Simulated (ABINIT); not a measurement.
# A GW chain in ABINIT: WS2 (Tungstenite), part 3 of 3

Aim: the G0W0 gap of WS2 (Tungstenite) on LDA, step by step.

ABINIT 10.8.3; LDA and many-body steps on it, plane waves. Known limits of the many-body steps: not at the basis limit; no spin-orbit coupling; coarse k mesh.

So far. Step 3 (Bands along the symmetry lines): The gap is 0.908 eV, as in the run before at this level. Step 4 (Empty states on the mesh, 3×3×1 mesh, 429 bands): On this mesh the gap is 1.264 eV. The earlier step found 0.908 eV, so this mesh misses an edge.

## (5) Screening, 3×3×1 mesh, 391 bands, screening to 179.6 eV

The RPA dielectric matrix is built and inverted for each q.

This step: RPA screening on LDA, plane waves, norm-conserving pseudopotentials.

run.abi

```
acell 3*1.0 Angstrom
rprim 
  3.153199999992 0.000000000002 0.000000000000
  -1.576599999998 2.730751303206 0.000000000000
  0.000000000000 0.000000000000 12.323000000000
ntypat 2
znucl 74 16
natom 6
typat 1 1 2 2 2 2
xred 
  0.333333333333 0.666666666667 0.250000000000
  0.666666666667 0.333333333333 0.750000000000
  0.333333333333 0.666666666667 0.622500000000
  0.666666666667 0.333333333333 0.122500000000
  0.333333333333 0.666666666667 0.877500000000
  0.666666666667 0.333333333333 0.377500000000
pp_dirpath "pseudos"
pseudos "W.upf, S.upf"
ecut 29
ngkpt 3 3 1
nshiftk 1
shiftk 0 0 0
kptopt 1
chksymbreak 0
istwfk *1
occopt 1
irdwfk 1
optdriver 3
nband 391
ecuteps 6.6
inclvkb 2
awtr 1
symchi 1
indata_prefix "in"
outdata_prefix "out"
tmpdata_prefix "tmp"
```

Launch:

```bash
OMP_NUM_THREADS=1 mpirun -n 4 abinit run.abi > log
```

Numbers of over 12 decimals in the logs are rounded to 6 here.

What it wrote:

```text
.Version 10.8.3 of ABINIT. v10.8.2 released Aug 2026.

 Symmetries : space group P6_3/m m c (#194); Bravais hP (primitive hexag.)
[... echo of the input left out ...]
== DATASET  1 ==================================================================
-   mpi_nproc: 4, omp_nthreads: 1 (-1 if OMP is not activated)

--- !DatasetInfo
iteration_state: {dtset: 1, }
dimensions: {natom: 6, nkpt: 3, mband: 391, nsppol: 1, nspinor: 1, nspden: 1, mpw: 5373, }
cutoff_energies: {ecut:  29.0, pawecutdg:  -1.0, }
electrons: {nelect:   5.20000000E+01, charge:   0.00000000E+00, occopt:   1.00000000E+00, tsmear:   1.00000000E-02, }

 SCREENING: Calculation of the susceptibility and dielectric matrices

 Based on a program developped by R.W. Godby, V. Olevano, G. Onida, and L. Reining.
 Incorporated in ABINIT by V. Olevano, G.-M. Rignanese, and M. Torrent.
.Using double precision arithmetic ; gwpc =  8

[... cell and pseudopotentials left out ...]
--------------------------------------------------------------------------------

 ==== K-mesh for the wavefunctions ====
 Number of points in the irreducible wedge :     3
[... list of points left out ...]
 Together with 24 symmetry operations and time-reversal symmetry
 yields     9 points in the full Brillouin Zone.

 ==== Q-mesh for the screening function ====
 Number of points in the irreducible wedge :     3
[... list of points left out ...]
 Together with 24 symmetry operations and time-reversal symmetry
 yields     9 points in the full Brillouin Zone.

 setmesh: FFT mesh size selected  =    20x   20x   90
          total number of points  =        36000

 vcoul_init : cutoff-mode = AUXILIARY_FUNCTION
 q-points for optical limit:   1
     1)      0.000010    0.000020    0.000030

- screening: taking advantage of time-reversal symmetry
- Maximum band index for partially occupied states nbvw = 26
- Remaining bands to be divided among processors   nbcw = 365
- Number of bands treated by each node ~91

 Number of electrons calculated from density =   52.0000; Expected =   52.0000
 average of density, n =  0.072620
 r_s =    1.4869
 omega_plasma =   25.9946 [eV]

 calculating chi0 at frequencies [eV] :
  1    0.000000E+00    0.000000E+00
  2    0.000000E+00    2.599465E+01

--------------------------------------------------------------------------------
  q-point number  1        q = ( 0.000000, 0.000000, 0.000000) [r.l.u.]
--------------------------------------------------------------------------------
[... chi0 elements left out ...]
 For q-point:  0.000010 0.000020 0.000030
  dielectric constant =  17.6905
  dielectric constant without local fields =  19.8340

  Average fulfillment of the sum rule on Im[epsilon] for q-point    1 :     93.65  [%]
[... wings left out ...]
  q-point number  2        q = ( 0.333333, 0.000000, 0.000000) [r.l.u.]
--------------------------------------------------------------------------------
[... chi0 elements left out ...]
  Average fulfillment of the sum rule on Im[epsilon] for q-point    2 :     92.33  [%]

 [... 1 further q-points ...]
```

The job ended after 76 s (4 MPI ranks of Arm Neoverse V2, shared host; peak memory 1.4 GiB).

Numbers from this step:

- ε∞ with local fields, on this mesh, along the program's q direction: 17.69
- the same without local fields: 19.83
- plasma frequency: 25.99 eV
- plane waves in the screening matrix: 573

Local fields lower ε∞ by 11 %. On a Γ-centred mesh this coarse the value itself is usually too large, while a short band sum pulls it down.

## (6) Self-energy, 3×3×1 mesh, 391 bands, screening to 179.6 eV

The self-energy is evaluated for the states that the input lists, and the levels follow from it, in one-shot runs by the linearised quasiparticle equation.

This step: G0W0 on LDA, plane waves, norm-conserving pseudopotentials.

Edit run.abi of step 5 so:

```diff
@@ -27,8 +27,19 @@
 irdwfk 1
-optdriver 3
+optdriver 4
 nband 391
+gwcalctyp 0
+ecutsigx 29
+symsigma 1
+nkptgw 3
+kptgw 
+  0.0000000000 0.0000000000 0.0000000000
+  0.3333333333 0.0000000000 0.0000000000
+  0.3333333333 0.3333333333 0.0000000000
+bdgw 
+  13 30
+  13 30
+  13 30
 ecuteps 6.6
-inclvkb 2
-awtr 1
-symchi 1
+irdscr 1
+ppmodel 1
 indata_prefix "in"
```

What it wrote:

```text
.Version 10.8.3 of ABINIT. v10.8.2 released Aug 2026.

 Symmetries : space group P6_3/m m c (#194); Bravais hP (primitive hexag.)
[... echo of the input left out ...]
== DATASET  1 ==================================================================
-   mpi_nproc: 4, omp_nthreads: 1 (-1 if OMP is not activated)

--- !DatasetInfo
iteration_state: {dtset: 1, }
dimensions: {natom: 6, nkpt: 3, mband: 391, nsppol: 1, nspinor: 1, nspden: 1, mpw: 5373, }
cutoff_energies: {ecut:  29.0, pawecutdg:  -1.0, }
electrons: {nelect:   5.20000000E+01, charge:   0.00000000E+00, occopt:   1.00000000E+00, tsmear:   1.00000000E-02, }

 SIGMA: Calculation of the GW corrections

 Based on a program developped by R.W. Godby, V. Olevano, G. Onida, and L. Reining.
 Incorporated in ABINIT by V. Olevano, G.-M. Rignanese, and M. Torrent.
.Using double precision arithmetic ; gwpc =  8

[... cell and pseudopotentials left out ...]
--------------------------------------------------------------------------------

 ==== K-mesh for the wavefunctions ====
 Number of points in the irreducible wedge :     3
[... list of points left out ...]
 Together with 24 symmetry operations and time-reversal symmetry
 yields     9 points in the full Brillouin Zone.

 ==== Q-mesh for screening function ====
 Number of points in the irreducible wedge :     3
[... list of points left out ...]
 Together with 24 symmetry operations and time-reversal symmetry
 yields     9 points in the full Brillouin Zone.

 vcoul_init : cutoff-mode = AUXILIARY_FUNCTION
 q-points for optical limit:   1
     1)      0.000010    0.000020    0.000030
 setmesh: FFT mesh size selected  =    25x   25x  120
          total number of points  =        75000

 Number of electrons calculated from density =   52.0000; Expected =   52.0000
 average of density, n =  0.072620
 r_s =    1.4869
 omega_plasma =   25.9946 [eV]

 === KS Band Gaps ===
  >>>> For spin  1
   Minimum direct gap =   1.8128 [eV], located at k-point      :   0.3333  0.3333  0.0000
   Fundamental gap    =   1.2635 [eV], Top of valence bands at :   0.0000  0.0000  0.0000
                                       Bottom of conduction at :   0.3333  0.3333  0.0000
 SIGMA fundamental parameters:
 PLASMON POLE MODEL  1
 number of plane-waves for SigmaX                 5343
 number of plane-waves for SigmaC and W            573
 number of plane-waves for wavefunctions          5343
 number of bands                                   391
 number of independent spin polarizations            1
 number of spinorial components                      1
 number of k-points in IBZ                           3
 number of q-points in IBZ                           3
 number of symmetry operations                      24
 number of k-points in BZ                            9
 number of q-points in BZ                            9
 number of frequencies for dSigma/dE                 9
 frequency step for dSigma/dE [eV]                0.25
 number of omega for Sigma on real axis              0
 max omega for Sigma on real axis  [eV]           0.00
 zcut for avoiding poles [eV]                     0.10

 EPSILON^-1 parameters (SCR file):
 dimension of the eps^-1 matrix on file            573
 dimension of the eps^-1 matrix used               573
 number of plane-waves for wavefunctions          5343
 number of bands                                   391
 number of q-points in IBZ                           3
 number of frequencies                               2
 number of real frequencies                          1
 number of imag frequencies                          1

 matrix elements of self-energy operator (all in [eV])

 Perturbative Calculation

--- !SelfEnergy_ee
iteration_state: {dtset: 1, }
kpoint     : [   0.000,    0.000,    0.000, ]
spin       : 1
KS_gap     :    2.295
QP_gap     :    2.765
Delta_QP_KS:    0.470
data: !SigmaeeData |
     Band     E0 <VxcDFT>   SigX SigC(E0)      Z dSigC/dE  Sig(E)    E-E0       E
       13   1.667 -12.449 -17.484   4.241   0.806  -0.241 -13.090  -0.640   1.026
       14   2.756 -13.340 -17.729   3.810   0.760  -0.315 -13.780  -0.440   2.316
       15   5.437 -12.186 -15.957   2.796   0.772  -0.295 -12.939  -0.754   4.684
       16   5.848 -15.168 -17.987   2.432   0.767  -0.304 -15.465  -0.296   5.552
       17   5.848 -15.168 -17.987   2.432   0.767  -0.304 -15.465  -0.296   5.552
       18   5.862 -15.186 -17.981   2.416   0.767  -0.304 -15.476  -0.290   5.572
       19   5.862 -15.186 -17.981   2.416   0.767  -0.304 -15.476  -0.290   5.572
       20   7.088 -15.460 -17.752   1.816   0.778  -0.286 -15.830  -0.370   6.718
       21   7.088 -15.460 -17.752   1.816   0.778  -0.286 -15.830  -0.370   6.718
       22   7.141 -15.541 -17.786   1.786   0.778  -0.285 -15.898  -0.358   6.784
[...]
--- !SelfEnergy_ee
iteration_state: {dtset: 1, }
kpoint     : [   0.333,    0.000,    0.000, ]
spin       : 1
KS_gap     :    3.353
QP_gap     :    3.927
Delta_QP_KS:    0.574
data: !SigmaeeData |
     Band     E0 <VxcDFT>   SigX SigC(E0)      Z dSigC/dE  Sig(E)    E-E0       E
[...]
--- !SelfEnergy_ee
iteration_state: {dtset: 1, }
kpoint     : [   0.333,    0.333,    0.000, ]
spin       : 1
KS_gap     :    1.813
QP_gap     :    2.502
Delta_QP_KS:    0.689
data: !SigmaeeData |
     Band     E0 <VxcDFT>   SigX SigC(E0)      Z dSigC/dE  Sig(E)    E-E0       E
[...]
26   8.773 -15.526 -16.660   0.942   0.781  -0.280 -15.676  -0.151   8.623
       27  10.586 -16.447 -11.235  -4.523   0.781  -0.280 -15.909   0.538  11.125
       28  10.586 -16.447 -11.235  -4.523   0.781  -0.280 -15.909   0.538  11.125
       29  11.258 -13.554  -8.665  -4.414   0.796  -0.256 -13.176   0.378  11.636
       30  12.554 -15.270  -9.787  -4.898   0.783  -0.277 -14.812   0.458  13.012

 New Fermi energy :        3.723969E-01 Ha ,    1.013344E+01 eV

 === QP Band Gaps ===
  >>>> For spin  1
   Minimum direct gap =   2.5020 [eV], located at k-point      :   0.3333  0.3333  0.0000
   Fundamental gap    =   1.9825 [eV], Top of valence bands at :   0.0000  0.0000  0.0000
                                       Bottom of conduction at :   0.3333  0.3333  0.0000

== END DATASET(S) ==============================================================
================================================================================

 -outvars: echo values of variables after computation  --------
           etotal      0.0000000000E+00
            nband         391
             nkpt           3
          spgroup         194
 [... the other variables as echoed above ...]

 Calculation completed.
```

Elapsed: 4.8 min, on 4 MPI ranks; peak memory 1.5 GiB.

This step gave:

- G0W0 gap on the points computed: 1.983 eV
- starting gap on the mesh: 1.264 eV
- k of the valence top: 0, 0, 0
- k of the conduction bottom: 0.3333, 0.3333, 0
- Z at the valence top: 0.78
- Z at the conduction bottom: 0.781
- least direct G0W0 gap on the computed points: 2.502 eV

The gap on the mesh goes from 1.26 eV to 1.98 eV, a correction of +0.72 eV. The start differs from the 0.91 eV found before because the two sample other k points.

Limits: finite bands, cutoff and mesh; no spin-orbit coupling; coarse k mesh. v1 is the top filled band, c1 the lowest empty one. Levels before and after the correction, in eV, zero at the valence-band top of each column:

|  | conduction bottom | valence top |
| --- | --- | --- |
| Kohn-Sham | 1.26 | 0.00 |
| G0W0 | 1.98 | 0.00 |

|  | level | energy (eV) |
| --- | --- | --- |
| Kohn-Sham | Γ v3 | -1.461 |
| Kohn-Sham | Γ v2 | -1.275 |
| Kohn-Sham | Γ v1 | 0.000 |
| Kohn-Sham | Γ c1-c2 | 2.295 |
| Kohn-Sham | Γ c3 | 2.305 |
| Kohn-Sham | (0.333 0.333 0) v3 | -2.892 |
| Kohn-Sham | (0.333 0.333 0) v2 | -0.768 |
| Kohn-Sham | (0.333 0.333 0) v1 | -0.549 |
| Kohn-Sham | (0.333 0.333 0) c1-c2 | 1.264 |
| Kohn-Sham | (0.333 0.333 0) c3 | 1.936 |
| G0W0 | Γ v3 | -2.015 |
| G0W0 | Γ v2 | -1.244 |
| G0W0 | Γ v1 | 0.000 |
| G0W0 | Γ c1-c2 | 2.765 |
| G0W0 | Γ c3 | 2.762 |
| G0W0 | (0.333 0.333 0) v3 | -3.356 |
| G0W0 | (0.333 0.333 0) v2 | -0.742 |
| G0W0 | (0.333 0.333 0) v1 | -0.519 |
| G0W0 | (0.333 0.333 0) c1-c2 | 1.983 |
| G0W0 | (0.333 0.333 0) c3 | 2.494 |

## (7) Where the time went

Times are wall times on the hardware named with each run, good to a factor of about two.

| step | time | share | memory (GiB) |
| --- | --- | --- | --- |
| ground state | 29 s | 5 % | 0.36 |
| bands along the symmetry lines | 61 s | 10 % | 0.51 |
| empty states on the mesh | 2.5 min | 25 % | 0.36 |
| screening | 76 s | 13 % | 1.4 |
| self-energy | 4.8 min | 48 % | 1.5 |

## (8) What came out

```json
{
  "LDA gap": "0.91 eV, indirect",
  "G0W0 gap on the mesh": "1.98 eV",
  "G0W0 gap over the zone (rigid shift)": "1.63 eV",
  "GW settings": "3×3×1 mesh, 391 bands, screening to 179.6 eV, Godby-Needs plasmon pole",
  "known limits": "not at the basis limit; no spin-orbit coupling; coarse k mesh"
}
```

G0W0 moves the gap on the mesh from 1.26 eV to 1.98 eV (+0.72 eV), with Z of 0.78 and 0.78 at the edges. The mesh misses the band edges by 0.36 eV in all; a rigid shift gives 1.63 eV for the zone. Local fields lower the RPA ε∞ on this mesh from 19.83 to 17.69; a Γ-centred mesh this coarse tends to raise both, most where the direct gap is narrow, while a short band sum lowers them. The dearest step here is «self-energy». Bands and cutoff are finite, so the gap is not at the basis limit. The miss can reach some tenths of an eV and take either sign; the mesh is an error of its own. A denser mesh or path gives a starting gap of 0.91 eV: the GW mesh misses a band edge, so its gaps are not the fundamental one. The 3×3×1 mesh is coarse for this cell, which bears on the long-range parts of exchange and screening. The many-body steps are scalar-relativistic: spin-orbit coupling is not in them.

[Paths, hosts, dates, memory and timing lines, banners, echoed tables and standing remarks are left out of the program output.]

[Logs are printed without paths, hosts, clocks, repeated set-up lines and the standing remarks that a program may print on its own settings, such as how far it seeks lower states.]

[Runs of the session that timed out or met a known fault of the program may be left out.]

[Hosts, paths, dates, database ids (printed as entryN), source tags and the programs' standing remarks are cut or masked in the printed files.]

[G0W0 gaps are taken among the corrected bands and points alone; a level outside them can change the order at an edge.]

[Where Ansatz stands beside ABINIT at settings called matched, ABINIT's density can come from a denser mesh and the files from another edition; pairs whose starting gaps differed by over 0.03 eV were left out, so agreement reads better than it is.]
